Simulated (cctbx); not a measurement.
**EuDyVMoO6 with cctbx, script by script**

Library: cctbx 2025.11. The data are simulated by the first script.

## 1. Simulate the data

run.py:

```python
from cctbx import adptbx, crystal, miller, sgtbx, xray
from cctbx.array_family import flex
from iotbx.shelx import hklf
from scitbx import matrix
import scitbx.random

cs = crystal.symmetry(unit_cell=(8.109, 8.109, 8.109, 90, 90, 90), space_group_symbol='Hall: F -4 2 3')  # F-43m
atoms = [  # label, site, U (iso, or U11 U22 U33 U12 U13 U23 in A^2), occupancy
    ("Dy1", (0.25, 0.25, 0.25), (0.0034, 0.0034, 0.0034, -0.0000, -0.0000, 0.0000), 1),
    ("Eu1", (0.25, 0.25, 0.75), (0.0057, 0.0057, 0.0057, 0.0000, -0.0000, -0.0000), 1),
    ("Mo1", (0, 0, 0), (0.0064, 0.0064, 0.0064, 0.0000, -0.0000, 0.0000), 1),
    ("V1", (0.5, 0, 0), (0.0077, 0.0077, 0.0077, 0.0000, 0.0000, 0.0000), 1),
    ("O1", (0.5, 0, 0.7457), (0.0110, 0.0110, 0.0167, -0.0009, 0.0000, 0.0000), 1),
]
xs = xray.structure(crystal_symmetry=cs)
for label, site, u, occ in atoms:
    u = adptbx.u_cif_as_u_star(cs.unit_cell(), u) if isinstance(u, tuple) else u
    xs.add_scatterer(xray.scatterer(label, site=site, u=u, occupancy=occ))
xs.set_inelastic_form_factors(0.71073, "sasaki")
xs.show_summary()
p1 = xs.expand_to_p1()
ms = miller.build_set(p1, anomalous_flag=True, d_min=0.84)
flex.set_random_seed(698907)
scitbx.random.set_random_seed(698907)
ms = ms.select(flex.random_double(ms.size()) < 0.7)
i = ms.structure_factors_from_scatterers(p1, algorithm="direct").f_calc().as_intensity_array().data()
i = i / flex.sqrt(1 + 0.3 * i / flex.max(i))  # extinction
i = i * 20000 / flex.max(i)
sig = flex.sqrt(i + flex.pow2(0.03 * i) + 4 ** 2)
noise = scitbx.random.variate(scitbx.random.normal_distribution())(i.size())
data = ms.array(data=i + sig * noise, sigmas=sig).set_observation_type_xray_intensity()
with open("data.hkl", "w") as f:
    data.export_as_shelx_hklf(f)
print("reflections written:", data.size(), " <I/sigma> = %.1f" % flex.mean(data.data() / data.sigmas()))
for h, a, b in list(data.sort("data"))[:12]:
    print("%4d%4d%4d %9.1f %7.1f" % (h + (a, b)))
```

```console
$ python run.py
```

```text
Number of scatterers: 5
At special positions: 5
Unit cell: (8.109, 8.109, 8.109, 90, 90, 90)
Space group: F -4 3 m (No. 216)
reflections written: 2632  <I/sigma> = 4.3
   0   4   0   20301.0   616.5
   4   0   0   19682.8   616.5
   0   0   4   19662.0   616.5
  -4   0   0   19565.5   616.5
  -2   0  -2   16024.5   484.7
  -2  -2   0   15844.0   484.7
  -2   0   2   15808.0   484.7
   2  -2   0   15560.0   484.7
   2   2   0   15485.7   484.7
   2   0  -2   15458.2   484.7
   0  -2   2   15186.8   484.7
   0   2  -2   15107.3   484.7
```

It took 0.45 s on 1 thread of Arm Neoverse N1, on a shared host, peak memory 0.07 GiB.

## 2. Symmetry

run.py:

```python
from cctbx import crystal, sgtbx, statistics
from cctbx.array_family import flex
from iotbx.shelx import hklf

p1 = crystal.symmetry(unit_cell=(8.109, 8.109, 8.109, 90, 90, 90), space_group_symbol="P 1")
raw = hklf.reader(file_name="data.hkl").as_miller_arrays(crystal_symmetry=p1, anomalous=True)[0]
print(raw.size(), "reflections to d = %.3f A" % raw.d_min())
isig = raw.data() / raw.sigmas()
print("centring   violations  <I/sigma> of those")
best = "P"
for c in "ABCIRF":
    a = raw.customized_copy(space_group_info=sgtbx.space_group_info("Hall: %s 1" % c)).sys_absent_flags().data()
    m = flex.mean(isig.select(a))
    print("%5s %10d of %5d %8.1f" % (c, (isig.select(a) > 4).count(True), a.count(True), m))
    if (isig.select(a) > 4).count(True) < 0.01 * a.count(True):
        best = c
raw = raw.select(~raw.customized_copy(space_group_info=sgtbx.space_group_info("Hall: %s 1" % best)).sys_absent_flags().data())
isig = raw.data() / raw.sigmas()
rows = []
for s in sgtbx.space_group_symbol_iterator():
    g = sgtbx.space_group(s)
    if g.conventional_centring_type_symbol() != best or not g.is_compatible_unit_cell(p1.unit_cell(), 1e-3, 0.02):
        continue
    rows.append((s, g))
print("Laue class    unique    Rint  (classes that these axes allow; Friedel mates merged)")
rint = {}
for s, g in rows:
    laue = g.build_derived_patterson_group()
    key = laue.type().hall_symbol()
    if key not in rint:
        m = raw.customized_copy(space_group_info=laue.info(), anomalous_flag=False).merge_equivalents()
        rint[key] = m.r_int()
        print("%-14s %6d %7.3f" % (laue.type().lookup_symbol(), m.array().size(), m.r_int()))
floor = min(rint.values())
good = [(s, g) for s, g in rows if rint[g.build_derived_patterson_group().type().hall_symbol()] < 2 * floor + 0.03]
top = max(g.build_derived_patterson_group().order_z() for s, g in good)
print("space group    extra absences  I>4sigma  <I/sigma>")
for s, g in good:
    laue = g.build_derived_patterson_group()
    if laue.order_z() != top:
        continue
    a = raw.customized_copy(space_group_info=g.info()).sys_absent_flags().data()
    a &= ~raw.customized_copy(space_group_info=laue.info()).sys_absent_flags().data()
    bad = (isig.select(a) > 4).count(True)
    if bad <= 0.03 * a.count(True):
        print("%-16s %8d %10d %9s  %s" % (s.universal_hermann_mauguin(), a.count(True), bad, "%.1f" % flex.mean(isig.select(a)) if a.count(True) else "-", "centric" if g.is_centric() else "acentric"))
laue = max(good, key=lambda t: t[1].build_derived_patterson_group().order_z())[1].build_derived_patterson_group()
f = raw.customized_copy(space_group_info=laue.info(), anomalous_flag=False).merge_equivalents().array().eliminate_sys_absent().f_sq_as_f()
f.set_observation_type_xray_amplitude()
bins = max(3, min(8, f.size() // 12))
f.setup_binner(n_bins=bins)
w = statistics.wilson_plot(f, {e: n / laue.order_z() for e, n in {'Dy': 4.0, 'Eu': 4.0, 'Mo': 4.0, 'V': 4.0, 'O': 24.0}.items()}, e_statistics=True)
print("Wilson B = %.2f A^2   <|E^2-1|> = %.3f (0.968 centric, 0.736 acentric)   E^2>4: %.1f %%" % (w.wilson_b, w.mean_e_sq_minus_1, w.percent_e_sq_gt_2))
print("shell (A)         n   <I/sigma>")
m = raw.customized_copy(space_group_info=laue.info(), anomalous_flag=False).merge_equivalents().array().eliminate_sys_absent()
for b in m.setup_binner(n_bins=bins).range_used():
    sel = m.binner().selection(b)
    print("%5.2f - %4.2f %6d %8.1f" % (min(m.binner().bin_d_range(b)[0] if m.binner().bin_d_range(b)[0] > 0 else 99, 99), m.binner().bin_d_range(b)[1], sel.count(True), flex.mean((m.data() / m.sigmas()).select(sel))))
```

```console
$ python run.py
```

```text
2632 reflections to d = 0.841 A
centring   violations  <I/sigma> of those
    A          0 of  1335     -0.1
    B          0 of  1292     -0.0
    C          0 of  1323     -0.0
    I        347 of  1351      2.1
    R        438 of  1745      4.3
    F          0 of  1975     -0.0
Laue class    unique    Rint  (classes that these axes allow; Friedel mates merged)
F m m m           144   0.025
F m -3             52   0.027
F m -3 m           40   0.028
space group    extra absences  I>4sigma  <I/sigma>
F 4 3 2                 0          0         -  acentric
F -4 3 m                0          0         -  acentric
F m -3 m                0          0         -  centric
Wilson B = 0.31 A^2   <|E^2-1|> = 0.787 (0.968 centric, 0.736 acentric)   E^2>4: 0.0 %
shell (A)         n   <I/sigma>
 4.68 - 1.22     18     66.5
 1.22 - 0.97     11     56.3
 0.97 - 0.85     11     72.8
```

Time: 0.47 s.

## 3. Patterson map

run.py:

```python
from cctbx import crystal, maptbx
from iotbx.shelx import hklf

cs = crystal.symmetry(unit_cell=(8.109, 8.109, 8.109, 90, 90, 90), space_group_symbol='Hall: F -4 2 3')  # F-43m
raw = hklf.reader(file_name="data.hkl").as_miller_arrays(crystal_symmetry=cs, anomalous=True)[0]
merged = raw.eliminate_sys_absent().merge_equivalents()
fo2 = merged.array().set_observation_type_xray_intensity()
f = fo2.average_bijvoet_mates().f_sq_as_f()
pm = f.patterson_map(symmetry_flags=maptbx.use_space_group_symmetry, sharpening=False, resolution_factor=0.25)
peaks = pm.peak_search(parameters=maptbx.peak_search_parameters(min_distance_sym_equiv=0.4, max_clusters=14)).all()
top = peaks.heights()[0]
print("Patterson group", f.patterson_symmetry().space_group_info())
print("      u       v       w   height  length (A)")
for x, h in zip(peaks.sites(), peaks.heights()):
    y = [t - round(t) for t in x]
    print("%7.3f %7.3f %7.3f %8.1f %8.2f" % (x + (1000 * h / top, cs.unit_cell().length(y))))
```

```console
$ python run.py
```

```text
Patterson group F m -3 m
      u       v       w   height  length (A)
  0.000   0.000   0.000   1000.0     0.00
  0.000   0.000   0.500    961.3     4.05
  0.250   0.250   0.250    663.3     3.51
  0.000   0.250   0.250    106.7     2.87
  0.000   0.000   0.249     30.5     2.02
  0.000   0.000   0.161     27.3     1.31
  0.000   0.000   0.339     25.9     2.75
  0.000   0.113   0.250     19.6     2.22
  0.064   0.064   0.128     13.1     1.27
  0.035   0.110   0.390     11.9     3.30
  0.041   0.041   0.359      8.4     2.95
  0.138   0.138   0.200      8.0     2.26
  0.138   0.138   0.300      7.8     2.90
  0.119   0.184   0.184      6.5     2.32
```

Time: 0.45 s.

## 4. Charge flipping

run.py:

```python
import itertools
from cctbx import crystal, maptbx
from cctbx.array_family import flex
from iotbx.shelx import hklf
from smtbx.ab_initio import charge_flipping as cf

cs = crystal.symmetry(unit_cell=(8.109, 8.109, 8.109, 90, 90, 90), space_group_symbol='Hall: F -4 2 3')  # F-43m
raw = hklf.reader(file_name="data.hkl").as_miller_arrays(crystal_symmetry=cs, anomalous=True)[0]
merged = raw.eliminate_sys_absent().merge_equivalents()
fo2 = merged.array().set_observation_type_xray_intensity()
f = fo2.average_bijvoet_mates().f_sq_as_f().resolution_filter(d_min=1.8)
p1 = f.expand_to_p1()
p1.setup_binner_counting_sorted(reflections_per_bin=max(40, p1.size() // 12))
work = p1.array(data=p1.data() / p1.amplitude_quasi_normalisations().data())
flex.set_random_seed(17735)
it = cf.weak_reflection_improved_iterator(delta=None, weak_reflection_fraction=0.2)
it.start(work, phases=flex.random_double(p1.size()) * 6.2832, f_000=0)
it.delta = 1 * it.rho_map.sigma()
print("cycle      R  skewness")
for n, st in enumerate(itertools.islice(it, 200)):
    if n % 16 == 0:
        print("%5d %6.3f %8.2f" % (n, st.r1_factor(), st.rho_map.skewness()))
rho = p1.phase_transfer(it.f_calc).fft_map().apply_volume_scaling()
polish = cf.low_density_elimination_iterator(constant_rho_c=rho.sigma())
polish.start(f_obs=p1, phases=it.f_calc, f_000=0)
for _ in range(8):
    next(polish)
print("origin shift          correlation  skewness")
maps = []
for fc, shift, cc in itertools.islice(cf.f_calc_symmetrisations(f, polish.f_calc, 0), 4):
    m = f.phase_transfer(fc).fft_map(symmetry_flags=maptbx.use_space_group_symmetry, resolution_factor=0.25).apply_sigma_scaling()
    maps.append((m.skewness(), cc, m))
    print("%6.3f %6.3f %6.3f %10.3f %9.2f" % (tuple(shift) + (cc, m.skewness())))
skew, cc, m = max((t for t in maps if t[1] > maps[0][1] - 0.04), key=lambda t: t[0])
print("taken: symmetry correlation %.3f, skewness %.2f" % (cc, skew))
peaks = m.peak_search(parameters=maptbx.peak_search_parameters(min_distance_sym_equiv=0.9, max_clusters=10)).all()
sps = cs.special_position_settings(min_distance_sym_equiv=0.5)
print("peak      x       y       z  mult  height/sigma")
for k, (x, h) in enumerate(zip(peaks.sites(), peaks.heights())):
    ss = sps.site_symmetry(x)
    print("Q%-3d %7.4f %7.4f %7.4f %4d %8.1f" % ((k + 1,) + tuple(t % 1 for t in ss.exact_site()) + (ss.multiplicity(), h)))
```

```console
$ python run.py
```

```text
cycle      R  skewness
    0  0.593     0.11
   16  0.369     1.00
   32  0.337     1.06
   48  0.326     1.11
   64  0.339     1.11
   80  0.343     1.13
   96  0.351     1.07
  112  0.376     1.04
  128  0.374     1.12
  144  0.360     1.02
  160  0.326     1.06
  176  0.336     1.16
  192  0.343     1.00
origin shift          correlation  skewness
 0.194  0.236  0.248      1.000     -0.26
 0.037  0.291  0.176      0.996     -0.13
-0.013 -0.014  0.420      0.998     -0.15
 0.171  0.706  0.394      0.999      0.48
taken: symmetry correlation 0.999, skewness 0.48
peak      x       y       z  mult  height/sigma
Q1    0.0000  0.0000  0.2532   24      3.3
Q2    0.0285  0.2500  0.7500   24      0.8
Q3    0.0000  0.0000  0.0000    4     -0.8
Q4    0.0000  0.0000  0.5000    4     -0.9
```

Time: 0.47 s.

This run holds a fault made on purpose: resolution cut far too low for atomic peaks.

## 5. Charge flipping

run.py, as its changes from the last script of this kind:

```diff
@@ -11 +11 @@
-f = fo2.average_bijvoet_mates().f_sq_as_f().resolution_filter(d_min=1.8)
+f = fo2.average_bijvoet_mates().f_sq_as_f().resolution_filter(d_min=0.9)
```

```console
$ python run.py
```

```text
cycle      R  skewness
    0  0.490     0.18
   16  0.404     1.87
   32  0.343     4.38
   48  0.348     3.75
   64  0.330     4.29
   80  0.297     4.01
   96  0.315     3.56
  112  0.313     3.79
  128  0.302     3.72
  144  0.319     3.79
  160  0.306     3.69
  176  0.297     3.71
  192  0.299     3.88
origin shift          correlation  skewness
 0.100  0.263  0.385      0.950      7.54
 0.189  0.096  0.004      0.894      0.52
 0.190  0.193  0.105      0.881      0.15
 0.226  0.002  0.403      0.867      0.18
taken: symmetry correlation 0.950, skewness 7.54
peak      x       y       z  mult  height/sigma
Q1    0.0000  0.0000  0.5000    4     17.8
Q2    0.0000  0.0000  0.0000    4     16.5
Q3    0.2500  0.2500  0.7500    4      8.8
Q4    0.2500  0.2500  0.2500    4      7.0
Q5    0.9949  0.2500  0.2500   24      1.9
Q6    0.0930  0.0930  0.5930   16      1.4
Q7    0.1626  0.1626  0.3374   16      1.3
Q8    0.0951  0.0951  0.0951   16      1.0
Q9    0.1618  0.1618  0.8382   16      1.0
Q10   0.0000  0.0000  0.1417   24      0.9
```

Time: 0.63 s.

## 6. Refinement (model from the peaks)

run.py:

```python
import math
from cctbx import adptbx, crystal, maptbx, sgtbx, xray
from cctbx.array_family import flex
from cctbx.xray import observations
from iotbx.shelx import hklf
from scitbx.lstbx import normal_eqns_solving
from smtbx import absolute_structure, utils
from smtbx.refinement import constraints, least_squares

cs = crystal.symmetry(unit_cell=(8.109, 8.109, 8.109, 90, 90, 90), space_group_symbol='Hall: F -4 2 3')  # F-43m
atoms = [  # label, site, U (iso, or U11 U22 U33 U12 U13 U23 in A^2), occupancy
    ("Dy1", (0, 0, 0.5), 0.0200, 1),
    ("Eu1", (0, 0, 0), 0.0200, 1),
    ("Mo1", (0.25, 0.25, 0.75), 0.0200, 1),
    ("V1", (0.25, 0.25, 0.25), 0.0200, 1),
    ("O1", (0.9949, 0.25, 0.25), 0.0200, 1),
]
xs = xray.structure(crystal_symmetry=cs)
for label, site, u, occ in atoms:
    u = adptbx.u_cif_as_u_star(cs.unit_cell(), u) if isinstance(u, tuple) else u
    xs.add_scatterer(xray.scatterer(label, site=site, u=u, occupancy=occ))
xs.set_inelastic_form_factors(0.71073, "sasaki")
raw = hklf.reader(file_name="data.hkl").as_miller_arrays(crystal_symmetry=cs, anomalous=True)[0]
merged = raw.eliminate_sys_absent().merge_equivalents()
fo2 = merged.array().set_observation_type_xray_intensity()
print("Rint %.3f, %d unique reflections to %.2f A" % (merged.r_int(), fo2.size(), fo2.d_min()))
for sc in xs.scatterers():
    sc.flags.set_grad_site(True)
    sc.flags.set_grad_u_aniso(sc.flags.use_u_aniso())
    sc.flags.set_grad_u_iso(sc.flags.use_u_iso())
obs = fo2.as_xray_observations()
extra = {}
rep = constraints.reparametrisation(xs, [], utils.connectivity_table(xs), **extra)
ls = least_squares.crystallographic_ls(obs, rep, weighting_scheme=least_squares.mainstream_shelx_weighting(a=0, b=0))
print("cycle     R1     wR2    GooF  max shift (A)")
for cycle in range(6):
    ls.build_up()
    r1, wr2, goof = ls.r1_factor(cutoff_factor=2)[0], ls.wR2(), ls.goof()
    old = xs.sites_cart()
    normal_eqns_solving.levenberg_marquardt_iterations(ls, n_max_iterations=3, tau=0.0001, step_threshold=1e-7)
    big = flex.max((xs.sites_cart() - old).norms())
    print("%4d %7.4f %7.4f %7.3f %9.5f" % (cycle + 1, r1, wr2, goof, big))
    ls.build_up(objective_only=True)
    if abs(ls.wR2() - wr2) < 5e-5 and big < 5e-4:
        break
ls.build_up()
print("final R1 %.4f wR2 %.4f GooF %.3f  parameters %d  data/parameter %.1f" % (ls.r1_factor(cutoff_factor=2)[0], ls.wR2(), ls.goof(), ls.n_parameters, fo2.size() / ls.n_parameters))
cov = ls.covariance_matrix_and_annotations()
su = dict(zip(cov.annotations, (math.sqrt(max(v, 0)) for v in cov.matrix.matrix_packed_u_diagonal())))
a2 = cs.unit_cell().reciprocal_parameters()[0] ** -2
print("atom        x        y        z      Ueq    occ   su(xyz)  su(Uiso or U11)")
for sc in xs.scatterers():
    s = max(su.get(sc.label + k, 0) for k in (".x", ".y", ".z"))
    npd = "" if sc.is_positive_definite_u(cs.unit_cell()) else "  NPD"
    print("%-5s %8.5f %8.5f %8.5f %8.4f %6.3f %8.5f %7.4f%s" % ((sc.label,) + sc.site + (sc.u_iso_or_equiv(cs.unit_cell()), sc.occupancy, s, su.get(sc.label + ".uiso", su.get(sc.label + ".u11", 0) * a2), npd)))
fo = fo2.f_sq_as_f()
fc = fo.structure_factors_from_scatterers(xs, algorithm="direct").f_calc()
diff = fo.f_obs_minus_f_calc(1 / math.sqrt(ls.scale_factor()), fc).average_bijvoet_mates()
m = diff.fft_map(symmetry_flags=maptbx.use_space_group_symmetry, resolution_factor=0.25).apply_volume_scaling()
print("difference map: max %.2f min %.2f rms %.2f" % (m.statistics().max(), m.statistics().min(), m.statistics().sigma()))
peaks = m.peak_search(parameters=maptbx.peak_search_parameters(min_distance_sym_equiv=0.6, max_clusters=5)).all()
near = xs.closest_distances(peaks.sites(), distance_cutoff=4)
sps = cs.special_position_settings(min_distance_sym_equiv=0.5)
for k, (x, h) in enumerate(zip(peaks.sites(), peaks.heights())):
    ss = sps.site_symmetry(x)
    print("Q%-3d %7.4f %7.4f %7.4f %4d %7.2f  %.2f A from %s" % ((k + 1,) + tuple(t % 1 for t in ss.exact_site()) + (ss.multiplicity(), h, near.smallest_distances[k], xs.scatterers()[near.i_seqs[k]].label)))
```

```console
$ python run.py
```

```text
Rint 0.026, 68 unique reflections to 0.85 A
cycle     R1     wR2    GooF  max shift (A)
   1  0.1159  0.2681  16.797   0.00605
   2  0.0524  0.1826  11.443   0.00159
   3  0.0748  0.2536  15.891   0.00213
   4  0.0254  0.0875   5.480   0.00248
   5  0.0263  0.0901   5.644   0.00000
final R1 0.0263 wR2 0.0901 GooF 5.644  parameters 6  data/parameter 11.3
atom        x        y        z      Ueq    occ   su(xyz)  su(Uiso or U11)
Dy1    0.00000  0.00000  0.50000   0.0008  1.000  0.00000  0.0014
Eu1    0.00000  0.00000  0.00000   0.0064  1.000  0.00000  0.0021
Mo1    0.25000  0.25000  0.75000   0.0075  1.000  0.00000  0.0025
V1     0.25000  0.25000  0.25000   0.0070  1.000  0.00000  0.0041
O1     0.99488  0.25000  0.25000   0.0119  1.000  0.00132  0.0034
difference map: max 1.04 min -0.96 rms 0.17
Q1    0.0000  0.0000  0.5000    4    1.04  0.00 A from Dy1
Q2    0.0000  0.0000  0.0000    4    0.78  0.00 A from Eu1
Q3    0.2500  0.2500  0.2500    4    0.59  0.00 A from V1
Q4    0.1430  0.1430  0.2615   48    0.42  1.23 A from V1
Q5    0.0233  0.1270  0.6270   48    0.39  1.42 A from O1
```

It took 0.71 s on 1 thread of Arm Neoverse N1, with other jobs on the host, peak memory 0.09 GiB.

Figures of merit this high mean that the model is still wrong or incomplete.

[Logs are printed without paths, hosts, clocks, repeated set-up lines and the standing remarks that a program may print on its own settings, such as how far it seeks lower states.]
